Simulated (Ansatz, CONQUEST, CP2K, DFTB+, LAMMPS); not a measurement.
# CP2K runs on aqueous Cs+ and SO4 2-, 1.9 mol of salt per kg of water at 330 K (94 atoms), part 2 of 2

Aim: run aqueous Cs+ and SO4 2-, 1.9 mol of salt per kg of water at 330 K (94 atoms) in CP2K and see how near its forces come to a plane-wave reference, and at what cost.

Program: CP2K 2026.2; the method stands at each step. Banners, paths, timers and routine set-up lines are dropped from the logs unmarked, and long logs keep their key lines alone; longer cuts are marked.

So far. Step 2 (PBE, DZVP-MOLOPT-SR, 600/50 Ry, OT DIIS): Forces lie 9.8 % from the reference's, at 30 times its CPU time. Step 3 (PBE, DZVP-MOLOPT-SR, 600/30 Ry, OT DIIS): Against the first run (9.8 %), the force difference from the reference is 9.8 %, at 0.69 times the CPU time: the change moves forces by 1.9 meV/Å r.m.s., so most of the difference comes from elsewhere.

## 4. PBE, DZVP-MOLOPT-SR, 840/50 Ry, OT DIIS

Method: Kohn-Sham DFT, PBE, GTH-PBE pseudopotentials, Gaussian and plane waves, DZVP-MOLOPT-SR-GTH, orbital transformation.

Contents of input.inp:

```
&GLOBAL
  PROJECT cell
  RUN_TYPE ENERGY_FORCE
  PRINT_LEVEL LOW
&END GLOBAL
&FORCE_EVAL
  METHOD QS
  STRESS_TENSOR ANALYTICAL
  &DFT
    BASIS_SET_FILE_NAME BASIS_MOLOPT
    POTENTIAL_FILE_NAME GTH_POTENTIALS
    &MGRID
      CUTOFF 840
      REL_CUTOFF 50
      NGRIDS 5
    &END MGRID
    &QS
      EPS_DEFAULT 1.0E-12
    &END QS
    &SCF
      SCF_GUESS ATOMIC
      EPS_SCF 1.0E-06
      MAX_SCF 30
      &OT
        MINIMIZER DIIS
        PRECONDITIONER FULL_ALL
        ENERGY_GAP 0.001
      &END OT
      &OUTER_SCF
        EPS_SCF 1.0E-06
        MAX_SCF 8
      &END OUTER_SCF
      &PRINT
        &RESTART OFF
        &END RESTART
      &END PRINT
    &END SCF
    &XC
      &XC_FUNCTIONAL PBE
      &END XC_FUNCTIONAL
    &END XC
    &PRINT
      &MULLIKEN ON
      &END MULLIKEN
      &HIRSHFELD ON
        SHAPE_FUNCTION DENSITY
      &END HIRSHFELD
      &MO_CUBES
        NHOMO 1
        NLUMO 4
        WRITE_CUBE F
      &END MO_CUBES
    &END PRINT
  &END DFT
  &SUBSYS
    &CELL
      A 9.89209 0.00000 0.00000
      B 0.00000 9.89209 0.00000
      C 0.00000 0.00000 9.89209
    &END CELL
    &COORD
      SCALED
      O 0.93122 0.43642 0.99971
      S 0.99537 0.35718 0.10128
      O 0.99844 0.22213 0.06218
      O 0.13014 0.41228 0.12494
      O 0.92534 0.36338 0.22892
      O 0.87448 0.00418 0.72888
      H 0.95844 0.03897 0.77316
      H 0.81458 0.96211 0.79860
      O 0.50510 0.40905 0.33001
      H 0.42376 0.35659 0.35914
      H 0.57741 0.34515 0.29991
      O 0.17892 0.04533 0.16640
      H 0.10063 0.10764 0.15200
      H 0.25085 0.06527 0.09822
      O 0.96460 0.22084 0.43420
      H 0.94557 0.26520 0.34538
      H 0.89056 0.15548 0.45578
      O 0.38530 0.65884 0.61774
      H 0.29941 0.65755 0.56444
      H 0.42355 0.56537 0.62227
[... 70 atom lines left out ...]
      H 0.46192 0.08871 0.66034
      H 0.38637 0.09487 0.51370
      Cs 0.74127 0.58690 0.31844
      Cs 0.11954 0.56891 0.85539
    &END COORD
    &KIND O
      BASIS_SET DZVP-MOLOPT-SR-GTH-q6
      POTENTIAL GTH-PBE-q6
    &END KIND
    &KIND S
      BASIS_SET DZVP-MOLOPT-SR-GTH-q6
      POTENTIAL GTH-PBE-q6
    &END KIND
    &KIND H
      BASIS_SET DZVP-MOLOPT-SR-GTH-q1
      POTENTIAL GTH-PBE-q1
    &END KIND
    &KIND Cs
      BASIS_SET DZVP-MOLOPT-SR-GTH-q9
      POTENTIAL GTH-PBE-q9
    &END KIND
  &END SUBSYS
  &PRINT
    &FORCES ON
    &END FORCES
    &STRESS_TENSOR ON
    &END STRESS_TENSOR
  &END PRINT
&END FORCE_EVAL
```

On the command line:

```sh
> OMP_NUM_THREADS=1 mpirun -np 4 cp2k.psmp -i input.inp > output.txt
```

Numbers of over 12 decimals in the logs are rounded to 6 here.

Log:

```text
CP2K| version string:                                       CP2K version 2026.2
 CP2K| Input file name                                                 input.inp
 GLOBAL| Basis set file name                                        BASIS_MOLOPT
 GLOBAL| Potential file name                                      GTH_POTENTIALS
[... lines left out ...]
  Total energy:                                              -614.520777
[... lines left out ...]
  Step     Update method      Time    Convergence         Total energy    Change
[... lines left out ...]
  *** SCF run converged in     6 steps ***
[... lines left out ...]
  Total energy:                                              -614.524069
[... lines left out ...]
  outer SCF loop converged in   2 iterations or   36 steps
[... lines left out ...]
 Fermi Energy [eV] :   -1.668703
[... lines left out ...]
 WARNING : did not converge in ot_eigensolver
[... lines left out ...]
 ENERGY| Total FORCE_EVAL ( QS ) energy [hartree]           -614.524069
[... lines left out ...]
 FORCES|      1 -4.93810873E-02  4.02699005E-02 -4.63416193E-02   7.87889735E-02
 FORCES|      2  3.63044192E-03  6.92664892E-02  4.12036255E-02   8.06769198E-02
 FORCES|      3  1.48257988E-02 -1.36830066E-01 -5.33867130E-02   1.47622534E-01
[...]
FORCES|     93  6.85762406E-03  5.35180281E-03  9.74832323E-03   1.30651677E-02
 FORCES|     94  1.98651267E-02  1.10591925E-02 -1.97729986E-02   3.01313868E-02
 FORCES| Sum    -2.18439558E-04  1.78298858E-04 -1.42543838E-03
 FORCES| Total atomic force                                       1.45305915E-03
 STRESS| Analytical stress tensor [bar]
 STRESS|                        x                   y                   z
 STRESS|      x        8.05975868061E+03  -2.79623915308E+03  -6.63131964281E+03
 STRESS|      y       -2.79623915308E+03   2.27335365001E+04   3.09396622388E+03
 STRESS|      z       -6.63131964281E+03   3.09396622388E+03   1.58053581766E+04
 STRESS| 1/3 Trace                                             1.55328844525E+04
```

Run time: 2.8 min. Hardware: 4 MPI ranks of Intel Xeon 6975P-C (Granite Rapids), shared host; peak memory 3.6 GiB; 11 min of CPU time.

The solver for the empty levels stopped short of its threshold, so the gap is rough; its iterations count in the time.

Against the reference:

```yaml
r_m_s_force_component: 0.799 eV/Å
r_m_s_difference_of_force_components: 69.67 meV/Å
longest_difference_of_force_vectors: 650.2 meV/Å
force_difference_over_r_m_s_force: 9.137 %
slope_of_forces_against_the_reference_s: 1.045
correlation_of_force_components: 0.9971
spacing_of_highest_filled_and_lowest_empty_level: 4.824 eV
gap_difference: 0.5112 eV
pressure: 1.553 GPa
pressure_difference: 0.3072 GPa
energy_less_the_same_level_run_s: 0.0031 meV/atom
r_m_s_force_difference_from_the_same_level_run: 26.97 meV/Å
```

Against the first run (9.8 %), the force difference from the reference is 9.1 %, at 0.97 times the CPU time.

## 5. The ladder

Differences are against the plane-wave reference, forces as r.m.s. over components; share is that over the reference's r.m.s. force, slope the least-squares factor from reference forces to these. Total energies of different programs have different zeros and aren't compared.

| run | Δ force, r.m.s. (meV/Å) | share (%) | slope | Δ pressure (GPa) | Δ gap (eV) | cores | CPU time | memory (GiB) |
| --- | --- | --- | --- | --- | --- | --- | --- | --- |
| reference | - | - | - | - | - | 4 | 23 s | 1.2 |
| CP2K PBE, DZVP-MOLOPT-SR, 600/50 Ry, OT DIIS | 74.9 | 9.82 | 1.046 | 0.308 | 0.511 | 4 | 12 min | 2.6 |
| CP2K PBE, DZVP-MOLOPT-SR, 600/30 Ry, OT DIIS (coarse) | 74.8 | 9.82 | 1.046 | 0.328 | 0.511 | 4 | 8 min | 2.6 |
| CP2K PBE, DZVP-MOLOPT-SR, 840/50 Ry, OT DIIS | 69.7 | 9.14 | 1.045 | 0.307 | 0.511 | 4 | 11 min | 3.6 |

Rows marked coarse were listed beforehand as settings not expected to be converged; some can still land near the reference.

CPU time is summed over cores on a shared host, where runs went side by side, so it is rough. Symmetry, cutoffs, thresholds, outputs and thread counts weren't matched or tuned between programs; memory under MPI is the largest rank's times the ranks.

Mean charges by element (e), by run and scheme:

```
                                         run     scheme      O      S      H     Cs
                                   reference     Löwdin  -0.71  +2.59  +0.38  +0.89
CP2K PBE, DZVP-MOLOPT-SR, 600/50 Ry, OT DIIS   Mulliken  -0.34  +0.72  +0.15  +0.91
CP2K PBE, DZVP-MOLOPT-SR, 600/50 Ry, OT DIIS  Hirshfeld  -0.24  +0.48  +0.12  +0.35
CP2K PBE, DZVP-MOLOPT-SR, 840/50 Ry, OT DIIS   Mulliken  -0.34  +0.72  +0.15  +0.91
CP2K PBE, DZVP-MOLOPT-SR, 840/50 Ry, OT DIIS  Hirshfeld  -0.24  +0.48  +0.12  +0.35
```

The reference's Löwdin charges lack the electrons that the projection spills, 0.034 e an atom on average.

Within one program, basis, potentials and functional, energies share a zero. Each run against its twin at the usual cutoff or grid and solver:

```csv
run,twin,Δ energy (meV/atom),"Δ force, r.m.s. (meV/Å)",CPU time over the twin's
"CP2K PBE, DZVP-MOLOPT-SR, 600/30 Ry, OT DIIS","DZVP-MOLOPT-SR, 600/50 Ry, OT DIIS",-0.189,1.93,0.69
"CP2K PBE, DZVP-MOLOPT-SR, 840/50 Ry, OT DIIS","DZVP-MOLOPT-SR, 600/50 Ry, OT DIIS",0.0031,27.0,0.97
```

## 6. Summary of results

```yaml
nearest_in_forces: CP2K PBE, DZVP-MOLOPT-SR, 840/50 Ry, OT DIIS, 9.1 %
its_cpu_time: 11 min
```

In words: The PBE runs in local orbitals, coarse settings apart, differ by 9.1 % (CP2K PBE, DZVP-MOLOPT-SR, 840/50 Ry, OT DIIS) to 9.8 % (CP2K PBE, DZVP-MOLOPT-SR, 600/50 Ry, OT DIIS); basis, grid and potentials can all enter. Runs with settings chosen to be coarse differ by 9.8 % (CP2K PBE, DZVP-MOLOPT-SR, 600/30 Ry, OT DIIS), their programs' other errors included. None of the electronic-structure runs in the table takes under half the reference's CPU time of 23 s; they take 21 to 30 times as much. At the same functional, the gap of these runs lies 0.51 eV above the reference's 4.31 eV. A likely cause of the wide gaps: compact atomic orbitals describe empty levels worse than filled ones. Charges hang on scheme and program or settings: among these rows the mean for S runs from +0.48 to +2.59 e. The network of contacts between molecules at the start is that of the classical potential that made the cell, and needn't be the one that DFT or experiment would give. The concentration wasn't checked against solubility and may exceed it. The reference's PBE has no dispersion term, which matters for the binding between molecules or layers. The density was typed from a rule of thumb and may lie off the real one at this temperature. The electronic-structure runs sample only Γ, in a cell whose shortest periodic width is 10 Å. Spin–orbit coupling is left out, which matters for the levels of the heavy elements.

[Also dropped from logs without a mark: logging warnings of Python, and SIESTA's first energy breakdown and zero terms.]

[Logs are printed without paths, hosts, clocks, repeated set-up lines and the standing remarks that a program may print on its own settings, such as how far it seeks lower states.]

[Hosts, paths, dates, database ids (printed as entryN), source tags and the programs' standing remarks are cut or masked in the printed files.]
